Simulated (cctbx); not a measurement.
# From intensities to atoms

Cell a = 5.9660 Å, b = 9.4390 Å, c = 4.3190 Å, α = 90.00°, β = 90.00°, γ = 90.00°; space group Cmcm (no. 63); content Ho4 Mn12.

Simulated single-crystal data (cctbx): Ag Kα, λ = 0.56087 Å, to d = 0.65 Å, 95 % of the full sphere, strongest reflection 70000 counts, noise from counting, a 1.5 % proportional error and a noise floor of 4 counts (s.d.); no absorption.

Charge flipping in P1 on normalised amplitudes to 0.8 Å, δ = 1.2 σ, 30 % of the reflections treated as weak, 300 cycles:

```text
cycle      R  skewness
    0  0.545     0.24
   25  0.410     2.62
   50  0.430     2.60
   75  0.422     2.52
  100  0.435     2.30
  125  0.441     2.47
  150  0.440     2.64
  175  0.436     2.75
  200  0.449     2.41
  225  0.421     2.21
  250  0.424     2.33
  275  0.419     2.26
origin shift          correlation  skewness
 0.339  0.270  0.177      0.979      7.16
 0.338  0.043  0.163      0.964      5.36
 0.059  0.279  0.173      0.955      4.59
 0.096  0.041  0.166      0.949      3.68
taken: symmetry correlation 0.979, skewness 7.16
peak      x       y       z  mult  height/sigma
Q1    0.0000  0.3710  0.7500    4     17.2
Q2    0.0000  0.1651  0.2500    4      5.5
Q3    0.1979  0.0964  0.7500    8      5.4
Q4    0.2256  0.2774  0.2500    8      1.2
Q5    0.1939  0.4307  0.7500    8      0.9
Q6    0.0000  0.1455  0.7500    4      0.8
Q7    0.0000  0.5000  0.5000    4      0.8
Q8    0.0000  0.0136  0.2500    4      0.7
```

The origin is taken among those within 0.04 of the best correlation, by the skewness of the map.

It took 0.58 s on 1 thread of Arm Neoverse N1, on a shared host, peak memory 0.07 GiB.

**Question.** Which peaks are atoms, and which elements?

Heights go roughly as Z and multiplicities must add up to the content. First model: Q1 = Ho1 (4 in the cell, height 17.2), Q2 = Mn1 (4 in the cell, height 5.5) and Q3 = Mn2 (8 in the cell, height 5.4). Against the true structure, Q1 is Ho, Q2 is Mn and Q3 is Mn; the other peaks are not atoms.

Least squares on F², isotropic:

```text
Rint 0.016, 281 unique reflections to 0.65 A
cycle     R1     wR2    GooF  max shift (A)
   1  0.1419  0.3873  29.881   0.08231
   2  0.0346  0.0897   6.917   0.00011
final R1 0.0346 wR2 0.0897 GooF 6.917  parameters 7  data/parameter 40.1
atom        x        y        z      Ueq    occ   su(xyz)  su(Uiso or U11)
Ho1    0.00000  0.36906  0.75000   0.0205  1.000  0.00008  0.0002
Mn1    0.00000  0.17383  0.25000   0.0178  1.000  0.00025  0.0004
Mn2    0.20436  0.08937  0.75000   0.0204  1.000  0.00031  0.0004
difference map: max 3.17 min -5.20 rms 0.49
Q1    0.1500  0.1205  0.7500    8    3.27  0.44 A from Mn2
Q2    0.0000  0.4000  0.7500    4    3.07  0.29 A from Ho1
Q3    0.2615  0.0569  0.7500    8    2.87  0.46 A from Mn2
Q4    0.0000  0.1705  0.1519    8    2.79  0.43 A from Mn1
Q5    0.1527  0.3663  0.7500    8    0.96  0.91 A from Ho1
```

Anisotropic refinement:

```text
Rint 0.016, 281 unique reflections to 0.65 A
cycle     R1     wR2    GooF  max shift (A)
   1  0.0347  0.0897   7.008   0.00230
   2  0.0051  0.0118   0.923   0.00000
final R1 0.0051 wR2 0.0118 GooF 0.923  parameters 14  data/parameter 20.1
atom        x        y        z      Ueq    occ   su(xyz)  su(Uiso or U11)
Ho1    0.00000  0.36911  0.75000   0.0203  1.000  0.00001  0.0000
Mn1    0.00000  0.17359  0.25000   0.0180  1.000  0.00003  0.0001
Mn2    0.20418  0.08936  0.75000   0.0209  1.000  0.00004  0.0001
difference map: max 0.28 min -0.34 rms 0.07
Q1    0.1489  0.3091  0.7500    8    0.30  1.05 A from Ho1
Q2    0.0000  0.4308  0.7500    4    0.27  0.58 A from Ho1
Q3    0.0000  0.3407  0.2500    4    0.27  1.58 A from Mn1
Q4    0.1811  0.2527  0.2500    8    0.26  1.31 A from Mn1
Q5    0.1290  0.4440  0.2500    8    0.20  1.04 A from Mn2
Q6    0.1751  0.4494  0.7500    8    0.20  1.29 A from Ho1
```

**Reading.** The refinement ends at R1 = 0.0051, wR2 = 0.0118, GooF = 0.92, with difference density between -0.34 and 0.28 e/Å³. Every site matches the true model in element, within 0.001 Å r.m.s., up to an allowed shift of origin.

True model:

| atom | mult. | x | y | z | Ueq (Å²) |
| --- | --- | --- | --- | --- | --- |
| Ho1 | 4 | 1/2 | 0.1309 | 3/4 | 0.0203 |
| Mn1 | 4 | 1/2 | 0.6736 | 3/4 | 0.0180 |
| Mn2 | 8 | 0.7958 | 0.0893 | 1/4 | 0.0209 |

The model is made up (kin elements in a known structure type, no relaxation), so it says nothing on whether the phase exists.

[Middle refinement cycles are left out of these outputs.]

[Logs are printed without paths, hosts, clocks, repeated set-up lines and the standing remarks that a program may print on its own settings, such as how far it seeks lower states.]
